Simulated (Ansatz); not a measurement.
# MgPd (Pm-3m): phonons along a line and the smearing

Does MgPd (Pm-3m) have a Kohn anomaly or a soft branch that a wide smearing hides?

Calculated with Ansatz 0.2.0; DFT PBEsol, scalar-relativistic, plane waves, PAW.

## (1) The starting structure

It takes space group Pm-3m (No. 221, cubic). Conventional cell: a = 3.160 Å, b = 3.160 Å, c = 3.160 Å, α = 90.00°, β = 90.00°, γ = 90.00°. Nearest to Mg lie 8 Pd at 2.74 Å. Nearest to Pd lie 8 Mg at 2.74 Å. Farther neighbours are not listed.

Coordinates:

```cif
data_structure
_symmetry_space_group_name_H-M 'Pm-3m'
_symmetry_Int_Tables_number 221
_cell_length_a 3.1600
_cell_length_b 3.1600
_cell_length_c 3.1600
_cell_angle_alpha 90.000
_cell_angle_beta 90.000
_cell_angle_gamma 90.000
_cell_volume 31.55
loop_
_atom_site_label
_atom_site_type_symbol
_atom_site_symmetry_multiplicity
_atom_site_Wyckoff_symbol
_atom_site_fract_x
_atom_site_fract_y
_atom_site_fract_z
_atom_site_occupancy
Mg1 Mg 1 a 0.00000 0.00000 0.00000 1
Pd1 Pd 1 b 0.50000 0.50000 0.50000 1
```

## (2) Relaxation

The structure is brought to rest under this functional.

Contents of input.yaml:

```yaml
crystal:
  lattice:
    - [3.16, 0.0, 0.0]
    - [0.0, 3.16, 0.0]
    - [0.0, 0.0, 3.16]
  atoms:
    - { symbol: Mg, position: [0.0, 0.0, 0.0] }
    - { symbol: Pd, position: [0.5, 0.5, 0.5] }
kpoints:
  mp_grid: { grid: [10, 10, 10] }
hamiltonian:
  xc: pbesol
scf:
  occupations: { method: gaussian, width: 0.1 }
output:
  forces: true
  stress: true
  eigenvalues: true
relax:
  adjacent_minimum: "off"
  f_tol: 0.005
  max_steps: 80
  cell: { stress_tol: 0.05 }
```

Launch:

```sh
ansatz run input.yaml --threads 4 --pin off --max-ram 8192MiB --backend cpu --events-out ev --progress --plain --runs-dir out
```

Numbers of over 12 decimals in the logs are rounded to 6 here.

Output:

```text
[the first part of the log is left out]
  E_xc         = -197.667472
  E_vxc        = -250.089268  (∫ρ·V_xc dr)
  E_paw        = -3966.062351  (= ΣΔE_a)
  E_vpaw       = -356.353490  (= ΣTr[D̂ρ^β])
  E_aug_tail   = 0.000172  (compensation charges beyond the density's cutoff)
  E_ewald      = -3416.906784
  E_core_change = 0.361386  (= ΣΔE_core)
  E_smearing   = -0.005611  (= −TS)
  E_closure    = -0.000000  (closes the sum)
  Σ components = -8820.099894   (vs F -8820.099894, Δ=0.00e0)
--- Forces (eV/Å), atoms counted from 1 ---
  atom   1  Mg     0.00000000     0.00000000     0.00000000
  atom   2  Pd     0.00000000     0.00000000     0.00000000
  max |Σ_I F_I| component: 5.26e-29 eV/Å
--- Stress (GPa, compression-positive) ---
       -0.008519      -0.000000       0.000000
       -0.000000      -0.008519       0.000000
        0.000000       0.000000      -0.008519
  P = ⅓ Tr σ = -0.0085 GPa (-0.085 kbar)
--- Band table (eV; the first three rows and the last of 56) ---
  k-point 0: bands = ["-70.5618", "-60.7586", "-36.3037", "-36.3037", "-36.3037", "-27.6960", "-27.6960", "-27.6960", "6.0884", "9.7069", "9.7069", "11.7563", "11.7563", "11.7563", "20.9185", "20.9185", "20.9185", "23.7390"]
  k-point 1: bands = ["-70.5615", "-60.7585", "-36.3085", "-36.3033", "-36.3033", "-27.6983", "-27.6959", "-27.6959", "6.2568", "9.7405", "9.7783", "11.6710", "11.6710", "11.7659", "19.6244", "21.1492", "21.1492", "23.6084"]
  k-point 2: bands = ["-70.5608", "-60.7582", "-36.3212", "-36.3021", "-36.3021", "-27.7042", "-27.6958", "-27.6958", "6.7442", "9.8305", "9.9677", "11.4597", "11.4597", "11.7912", "17.5758", "21.7882", "21.7882", "23.2627"]
  k-point 55: bands = ["-70.5534", "-60.7548", "-36.3447", "-36.3447", "-36.3447", "-27.7154", "-27.7154", "-27.7154", "9.5386", "9.5386", "9.5386", "12.5233", "12.5233", "17.2417", "17.2417", "17.2417", "20.2409", "21.0535"]
--- Relaxed structure (3 steps of the walk, 3 accepted, 1 SCFs on fresh bases) ---
  F+E_penalty+E_count = -8820.09989439 eV   max|allowed force component| = 2.419e-29 eV/Å   (the final SCF, on the basis selected at the relaxed cell)
  cell:  # Å, volume = 31.0542 Å³
    - [3.143210, 0, 0.0]
    - [0, 3.143210, 0]
    - [0, 0, 3.143210]
  atoms:
    - { symbol: Mg, position: [0, 0, 0] }
    - { symbol: Pd, position: [0.500000, 0.500000, 0.500000] }
```

It took 3.7 s on 4 threads of Arm Neoverse N1, shared host; peak memory 0.32 GiB.

Step by step:

```csv
step,energy less that of the first step (eV),largest force component (eV/Å),pressure (GPa),volume (Å³)
1,0.0000,0.0000,-1.62,31.55
2,-0.0025,0.0000,0.39,30.94
3,-0.0027,0.0000,-0.01,31.05
4,-0.0026,0.0000,-0.01,31.05
```

The log counts 1 steps on a newly chosen plane-wave basis, not all of them marked here; energy and pressure can jump at such steps.

| conventional cell, symmetrised | before | after | change |
| --- | --- | --- | --- |
| a (Å) | 3.160 | 3.143 | -0.5 % |
| b (Å) | 3.160 | 3.143 | -0.5 % |
| c (Å) | 3.160 | 3.143 | -0.5 % |
| volume (Å³/atom) | 15.78 | 15.53 | -1.6 % |

The relaxed structure:

```xyz
2
Lattice="3.1432 0.0000 0.0000 0.0000 3.1432 0.0000 0.0000 0.0000 3.1432" Properties=species:S:1:pos:R:3 pbc="T T T"
Mg    0.0000    0.0000    0.0000
Pd    1.5716    1.5716    1.5716
```

Numbers from this step:

```
pressure          : -0.008519 GPa
volume per atom   : 15.53 Å³
metallic on mesh  : yes
gap on the k-mesh : 0 eV
```

The largest force is now zero by symmetry and the largest stress component 0.0085 GPa, small enough for phonons.

## (3) Wavevectors along a line: Fermi–Dirac smearing of 0.1 eV

The smearing blurs the Fermi surface that screens the phonons; a Fermi–Dirac width is an electronic temperature.

Contents of input.yaml:

```yaml
crystal:
  lattice:
    - [3.1432099372, 0.0, 0.0]
    - [0.0, 3.1432099372, 0.0]
    - [0.0, 0.0, 3.1432099372]
  atoms:
    - { symbol: Mg, position: [0.0, 0.0, 0.0] }
    - { symbol: Pd, position: [0.5, 0.5, 0.5] }
kpoints:
  mp_grid: { grid: [16, 16, 16] }
hamiltonian:
  xc: pbesol
scf:
  occupations: { method: fermi_dirac, width: 0.1 }
output:
  eigenvalues: true
phonons:
  method: dfpt
  qpoints:
    - [0, 0, 0]
    - [0.0, 0.0625, 0.0]
    - [0.0, 0.1875, 0.0]
    - [0.0, 0.3125, 0.0]
    - [0.0, 0.4375, 0.0]
```

Output:

```text
[...]
Crystal: 2 atoms, lattice volume = 31.054 Å³
Basis set: ecut = 420 eV, 619 PW (Γ), exchange–correlation on 48×48×48 points (8 copies of the dense FFT grid, shifted against one another)
Bands: 18, of which v1, the nominal top of the filled ones, is band 14 counted from 1 (13 counted from 0)
Symmetry: 48 space group operations
k-points: 165 of 4096
[...]
SCF iter   1: F=—  HF=-8820.117099 eV  |F-HF|=—  |Δ(HF+E_count)|=         —  Δρ=9.02e-3  dr2=2.65e-2  ethr=1.77e-3  ⟨swp⟩=5.0  Hψ=13957  notcnv=0
[...]
SCF iter   7: F=-8820.111305 eV  HF=-8820.111305 eV  |F-HF|=0.00e0  |Δ(HF+E_count)|=  6.91e-11  Δρ=8.83e-8  dr2=7.18e-13  ethr=1.00e-12  ⟨swp⟩=5.4  Hψ=11985  notcnv=0
SCF 1 converged in 7 iterations: F = -8820.111305 eV  dr2 = 7.18e-13
[...]
NSCF: frozen V_eff on 165 k-points
WARN: eigensolver did not converge in 6 slots of this pass, the one above among them; of largest residual over every band (k=42): 1 band(s) unlocked (lowest unlocked band 17, counted from 0; max residual 5.03e-4 eV among the unlocked bands, 5.03e-4 eV over every band); of lowest unlocked band (k=39): band 17
[...]
DFPT response loops at q = (0, 0, 0) (fractional): preconditioner auto → Kerker (q_TF=auto, 2.682 Å⁻¹) (partly filled bands, converged f_vac=0.000); β = 1.00, the filter's whole step (`scf.mixing.beta` (0.50) is not read by the response loops under this deck's `scf.mixing.preconditioner`; to damp them name `kerker` or `kerker_dos`, under which they read `scf.mixing.beta`, and type it under 1.00, their step now; both keys bind the ground state too); Broyden in place of MSR1
[...]
SCF converged after 7 iterations
Free energy (F): -8820.111305 eV
[...]
Internal energy: -8820.086104 eV  (E = F + TS)
E sigma→0 (E₀):  -8820.098705 eV
Entropy (-TS):   -0.025201 eV (-12.601 meV/atom)
Fermi energy:    13.857442 eV
[...]
--- Band table (eV; the first three rows and the last of 165) ---
  k-point 0: bands = [... 10 lower, 9.6976, 11.7465, 11.7465, 11.7465, 20.9183, 20.9183, 20.9183, 23.7374]
  k-point 1: bands = [... 10 lower, 9.7261, 11.7122, 11.7122, 11.7503, 20.3114, 21.0095, 21.0095, 23.6856]
  k-point 2: bands = [... 10 lower, 9.8076, 11.6170, 11.6170, 11.7612, 19.1211, 21.2745, 21.2745, 23.5372]
  k-point 164: bands = [... 10 lower, 9.5321, 12.5109, 12.5109, 17.2403, 17.2403, 17.2403, 20.2425, 21.0509]
--- Phonons (Γ-DFPT): 2 representative perturbations + reference (Σ response iterations 7) ---
  ASR residual: 2.119e-4 → 0.000e0 eV/Å²; symmetrization residual: 1.127e-6 eV/Å²
  ASR residual per site (eV/Å²): 2.33e-5 2.12e-4
  Γ frequencies (cm⁻¹): 0.00 0.00 0.00 247.93 247.93 247.93
  non-analytic LO–TO correction: not included (Born effective charges unavailable; polar crystals: no LO–TO splitting at Γ)
--- Phonons (arbitrary-q DFPT): 5 explicit q-points ---
  q = [0, 0, 0] (of the zone-centre solve; hermiticity 5.04e-7, symmetrization 4.31e-12): -0.00 -0.00 0.00 247.93 247.93 247.93
  q = [0, 0.0625, 0] (4 solved perturbations in 4032 linear systems a pass and spin channel, the states on 1296 of 4096 k-point pairs; hermiticity 3.80e-7, symmetrization 3.69e-11): 20.30 20.30 24.40 247.38 247.38 249.50
[...]
sum rule: each row above includes the acoustic sum rule's correction from the zone centre's row sums; it moved no ω² by more than (0.74 cm⁻¹)²
```

Run time: 6.4 min. Hardware: 4 threads; peak memory 1.8 GiB.

Each wavevector solved by linear response. Frequency against |q| along the line:

| \|q\| along the line (Å⁻¹) | mode 1 = mode 2 (cm⁻¹) | mode 3 (cm⁻¹) | mode 4 = mode 5 (cm⁻¹) | mode 6 (cm⁻¹) |
| --- | --- | --- | --- | --- |
| 0.000 | 0 | 0 | 248 | 248 |
| 0.125 | 20.3 | 24.4 | 247 | 250 |
| 0.375 | 59.5 | 73.9 | 243 | 265 |
| 0.625 | 93.4 | 109 | 237 | 293 |
| 0.875 | 114 | 125 | 231 | 315 |

## (4) Wavevectors along a line: Fermi–Dirac smearing of 0.25 eV

The smearing blurs the Fermi surface that screens the phonons; a Fermi–Dirac width is an electronic temperature.

input.yaml: that of step 3 with these lines changed.

```diff
@@ -13,3 +13,3 @@
 scf:
-  occupations: { method: fermi_dirac, width: 0.1 }
+  occupations: { method: fermi_dirac, width: 0.25 }
 output:
```

Wider smearing eases the sum over k-points of a metal but moves the result away from its zero-temperature value.

Output:

```text
band count auto-derived: 19 (N_el = 28.0; filled up to band 14; 18 by the electrons, moments and atoms)
[...]
Crystal: 2 atoms, lattice volume = 31.054 Å³
Basis set: ecut = 420 eV, 619 PW (Γ), exchange–correlation on 48×48×48 points (8 copies of the dense FFT grid, shifted against one another)
Bands: 19, of which v1, the nominal top of the filled ones, is band 14 counted from 1 (13 counted from 0)
Symmetry: 48 space group operations
k-points: 165 of 4096
[...]
SCF iter   1: F=—  HF=-8820.178705 eV  |F-HF|=—  |Δ(HF+E_count)|=         —  Δρ=9.41e-3  dr2=2.95e-2  ethr=1.77e-3  ⟨swp⟩=4.9  Hψ=13684  notcnv=0
[...]
SCF iter   7: F=-8820.172620 eV  HF=-8820.172620 eV  |F-HF|=0.00e0  |Δ(HF+E_count)|=  2.73e-11  Δρ=8.57e-8  dr2=8.01e-13  ethr=1.00e-12  ⟨swp⟩=5.5  Hψ=13321  notcnv=0
SCF 1 converged in 7 iterations: F = -8820.172620 eV  dr2 = 8.01e-13
[...]
SCF converged after 7 iterations
Free energy (F): -8820.172620 eV
[...]
Internal energy: -8820.034386 eV  (E = F + TS)
E sigma→0 (E₀):  -8820.103503 eV
Entropy (-TS):   -0.138233 eV (-69.117 meV/atom)
Fermi energy:    13.840020 eV
[...]
--- Band table (eV; the first three rows and the last of 165) ---
  k-point 0: bands = [... 10 lower, 9.6908, 11.7385, 11.7385, 11.7385, 20.9183, 20.9183, 20.9183, 23.7367, ... 1 higher]
  k-point 1: bands = [... 10 lower, 9.7192, 11.7043, 11.7043, 11.7424, 20.3110, 21.0095, 21.0095, 23.6849, ... 1 higher]
  k-point 2: bands = [... 10 lower, 9.8009, 11.6093, 11.6093, 11.7533, 19.1204, 21.2744, 21.2744, 23.5368, ... 1 higher]
  k-point 164: bands = [... 10 lower, 9.5267, 12.5020, 12.5020, 17.2388, 17.2388, 17.2388, 20.2450, 21.0492, ... 1 higher]
[...]
ASR residual: 2.407e-4 → 0.000e0 eV/Å²; symmetrization residual: 9.317e-7 eV/Å²
  ASR residual per site (eV/Å²): 3.15e-5 2.41e-4
  Γ frequencies (cm⁻¹): 0.00 0.00 0.00 248.27 248.27 248.27
[...]
--- Phonons (arbitrary-q DFPT): 5 explicit q-points ---
[...]
```

Wall time 6.5 min (4 threads); peak memory 1.8 GiB.

Each wavevector solved by linear response. Frequency against |q| along the line:

```
|q| along the line (Å⁻¹)  mode 1 = mode 2 (cm⁻¹)  mode 3 (cm⁻¹)  mode 4 = mode 5 (cm⁻¹)  mode 6 (cm⁻¹)
                   0.000                       0              0                     248            248
                   0.125                    20.4           26.3                     248            250
                   0.375                    59.7           74.5                     244            267
                   0.625                    93.5            109                     237            295
                   0.875                     114            125                     231            315
```

Against step 3 (now smearing width 0.25 eV), the free energy moves by -30.7 meV an atom.

## (5) Phonons along a line: Fermi–Dirac smearing of 0.04 eV

Each wavevector is solved by itself, so no interpolation smooths a dip of the branch.

input.yaml: that of step 4 with these lines changed.

```diff
@@ -13,3 +13,3 @@
 scf:
-  occupations: { method: fermi_dirac, width: 0.25 }
+  occupations: { method: fermi_dirac, width: 0.04 }
 output:
```

Narrower smearing comes nearer the zero-temperature value but asks more of the mesh.

Output:

```text
[...]
Crystal: 2 atoms, lattice volume = 31.054 Å³
Basis set: ecut = 420 eV, 619 PW (Γ), exchange–correlation on 48×48×48 points (8 copies of the dense FFT grid, shifted against one another)
Bands: 18, of which v1, the nominal top of the filled ones, is band 14 counted from 1 (13 counted from 0)
Symmetry: 48 space group operations
k-points: 165 of 4096
[...]
SCF iter   1: F=—  HF=-8820.106430 eV  |F-HF|=—  |Δ(HF+E_count)|=         —  Δρ=8.93e-3  dr2=2.58e-2  ethr=1.77e-3  ⟨swp⟩=5.5  Hψ=14254  notcnv=0
[...]
SCF iter   7: F=-8820.100755 eV  HF=-8820.100755 eV  |F-HF|=1.82e-12  |Δ(HF+E_count)|=  6.18e-11  Δρ=8.44e-8  dr2=8.97e-13  ethr=1.00e-12  ⟨swp⟩=5.6  Hψ=12059  notcnv=0
SCF 1 converged in 7 iterations: F = -8820.100755 eV  dr2 = 8.97e-13
[...]
SCF converged after 7 iterations
Free energy (F): -8820.100755 eV
[...]
Internal energy: -8820.096785 eV  (E = F + TS)
E sigma→0 (E₀):  -8820.098770 eV
Entropy (-TS):   -0.003969 eV (-1.985 meV/atom)
Fermi energy:    13.855252 eV
[...]
--- Band table (eV; the first three rows and the last of 165) ---
  k-point 0: bands = [... 10 lower, 9.6982, 11.7472, 11.7472, 11.7472, 20.9183, 20.9183, 20.9183, 23.7374]
  k-point 1: bands = [... 10 lower, 9.7266, 11.7129, 11.7129, 11.7510, 20.3114, 21.0095, 21.0095, 23.6855]
  k-point 2: bands = [... 10 lower, 9.8081, 11.6177, 11.6177, 11.7619, 19.1212, 21.2745, 21.2745, 23.5371]
  k-point 164: bands = [... 10 lower, 9.5326, 12.5116, 12.5116, 17.2405, 17.2405, 17.2405, 20.2422, 21.0509]
[...]
ASR residual: 1.936e-4 → 0.000e0 eV/Å²; symmetrization residual: 1.153e-6 eV/Å²
  ASR residual per site (eV/Å²): 1.56e-5 1.94e-4
  Γ frequencies (cm⁻¹): 0.00 0.00 0.00 247.85 247.85 247.85
[...]
--- Phonons (arbitrary-q DFPT): 5 explicit q-points ---
[...]
```

Run time: 6.3 min. Hardware: 4 threads; peak memory 1.8 GiB; 25 min of CPU time.

Each wavevector solved by linear response. Table of frequency by |q| along the line:

```
|q| along the line (Å⁻¹)  mode 1 = mode 2 (cm⁻¹)  mode 3 (cm⁻¹)  mode 4 = mode 5 (cm⁻¹)  mode 6 (cm⁻¹)
                   0.000                       0              0                     248            248
                   0.125                    20.5           23.6                     247            249
                   0.375                    59.6           74.0                     243            265
                   0.625                    93.5            109                     237            294
                   0.875                     114            125                     231            317
```

Against step 3 (now smearing width 0.04 eV), the free energy moves by +5.3 meV an atom.

## (6) Phonons along a line: Methfessel–Paxton smearing of 0.2 eV

Each wavevector is solved by itself, so no interpolation smooths a dip of the branch.

input.yaml: that of step 5 with these lines changed.

```diff
@@ -13,3 +13,3 @@
 scf:
-  occupations: { method: fermi_dirac, width: 0.04 }
+  occupations: { method: methfessel_paxton, width: 0.2 }
 output:
```

Output:

```text
[...]
Crystal: 2 atoms, lattice volume = 31.054 Å³
Basis set: ecut = 420 eV, 619 PW (Γ), exchange–correlation on 48×48×48 points (8 copies of the dense FFT grid, shifted against one another)
Bands: 18, of which v1, the nominal top of the filled ones, is band 14 counted from 1 (13 counted from 0)
Symmetry: 48 space group operations
k-points: 165 of 4096
[...]
SCF iter   1: F=—  HF=-8820.104149 eV  |F-HF|=—  |Δ(HF+E_count)|=         —  Δρ=8.86e-3  dr2=2.53e-2  ethr=1.77e-3  ⟨swp⟩=5.0  Hψ=13473  notcnv=0
[...]
SCF iter   7: F=-8820.098604 eV  HF=-8820.098604 eV  |F-HF|=1.82e-12  |Δ(HF+E_count)|=  5.46e-11  S|Δr|=    0.00e0  Δρ=9.01e-8  dr2=1.07e-12  ethr=1.00e-12  ⟨swp⟩=5.6  Hψ=12107  notcnv=0
SCF 1 converged in 7 iterations: F = -8820.098604 eV  dr2 = 1.07e-12
[...]
SCF converged after 7 iterations
Stability not checked: this state was not tested for a lower state beside it, because cold or Methfessel-Paxton smearing, or corrected tetrahedra, fill the levels in a way that the test cannot read (fill_not_monotonic; see scf.lower_state_search)
Free energy (F): -8820.098604 eV
[...]
Internal energy: -8820.099322 eV  (E = F + TS)
E sigma→0 (E₀):  -8820.098783 eV
Entropy (-TS):   0.000718 eV (0.359 meV/atom)
Fermi energy:    13.855236 eV
[...]
--- Band table (eV; the first three rows and the last of 165) ---
  k-point 0: bands = [... 10 lower, 9.6996, 11.7487, 11.7487, 11.7487, 20.9183, 20.9183, 20.9183, 23.7376]
  k-point 1: bands = [... 10 lower, 9.7281, 11.7145, 11.7145, 11.7525, 20.3114, 21.0095, 21.0095, 23.6857]
  k-point 2: bands = [... 10 lower, 9.8096, 11.6192, 11.6192, 11.7635, 19.1214, 21.2745, 21.2745, 23.5373]
  k-point 164: bands = [... 10 lower, 9.5336, 12.5135, 12.5135, 17.2408, 17.2408, 17.2408, 20.2418, 21.0513]
[...]
ASR residual: 1.779e-5 → 0.000e0 eV/Å²; symmetrization residual: 1.086e-6 eV/Å²
  ASR residual per site (eV/Å²): 1.54e-5 1.78e-5
  Γ frequencies (cm⁻¹): 0.00 0.00 0.00 247.83 247.83 247.83
[...]
--- Phonons (arbitrary-q DFPT): 5 explicit q-points ---
[...]
```

Run time: 6.4 min. Hardware: 4 threads; peak memory 1.8 GiB; 25 min of CPU time.

Each wavevector solved by linear response. Frequency against |q| along the line:

```csv
|q| along the line (Å⁻¹),mode 1 = mode 2 (cm⁻¹),mode 3 (cm⁻¹),mode 4 = mode 5 (cm⁻¹),mode 6 (cm⁻¹)
0.000,0,0,248,248
0.125,20.4,23.6,247,249
0.375,59.6,74,243,265
0.625,93.4,109,236,294
0.875,114,125,231,317
```

Against step 3 (now occupations Methfessel-Paxton and smearing width 0.2 eV), the free energy moves by +6.4 meV an atom.

## (7) The lowest branch at each setting

Table of lowest frequency by |q| along the line:

```
|q| along the line (Å⁻¹)  fermi dirac 0.1 eV, k 16x16x16 (cm⁻¹)  fermi dirac 0.25 eV, k 16x16x16 (cm⁻¹)  fermi dirac 0.04 eV, k 16x16x16 (cm⁻¹)  methfessel paxton 0.2 eV, k 16x16x16 (cm⁻¹)
                   0.000                                      0                                       0                                       0                                            0
                   0.125                                   20.3                                    20.4                                    20.5                                         20.4
                   0.375                                   59.5                                    59.7                                    59.6                                         59.6
                   0.625                                   93.4                                    93.5                                    93.5                                         93.4
                   0.875                                    114                                     114                                     114                                          114
```

## (8) What came out

| Quantity | Value |
| --- | --- |
| phonon run of the rows without a label of their own | PBEsol, k 16×16×16 |
| lowest branch at the last solved point, Fermi–Dirac 0.1 eV | 114 cm⁻¹ at \|q\| = 0.875 Å⁻¹ |
| lowest branch at the last solved point, Fermi–Dirac 0.25 eV | 114 cm⁻¹ at \|q\| = 0.875 Å⁻¹ |
| lowest branch at the last solved point, Fermi–Dirac 0.04 eV | 114 cm⁻¹ at \|q\| = 0.875 Å⁻¹ |
| lowest branch at the last solved point, Methfessel–Paxton 0.2 eV | 114 cm⁻¹ at \|q\| = 0.875 Å⁻¹ |

In words: No branch softens by more than 4 % of the top frequency as the smearing narrows, so no anomaly that hangs on the smearing shows at these points. The line holds 5 wavevectors, so a narrow dip between them would be missed. Between Fermi–Dirac 0.25 eV and Fermi–Dirac 0.04 eV the largest change, with modes counted by rank of frequency, is in mode 3 at |q| = 0.125 Å⁻¹, from 26.3 to 23.6 cm⁻¹; the branches hardly feel the smearing. Where branches cross, a count by rank can hide a softening. At the narrowest width the k mesh may not resolve the Fermi surface, so part of the change can be mesh noise.

[Logs are printed without paths, hosts, clocks, repeated set-up lines and the standing remarks that a program may print on its own settings, such as how far it seeks lower states.]

[Hosts, paths, dates, database ids (printed as entryN), source tags and the programs' standing remarks are cut or masked in the printed files.]
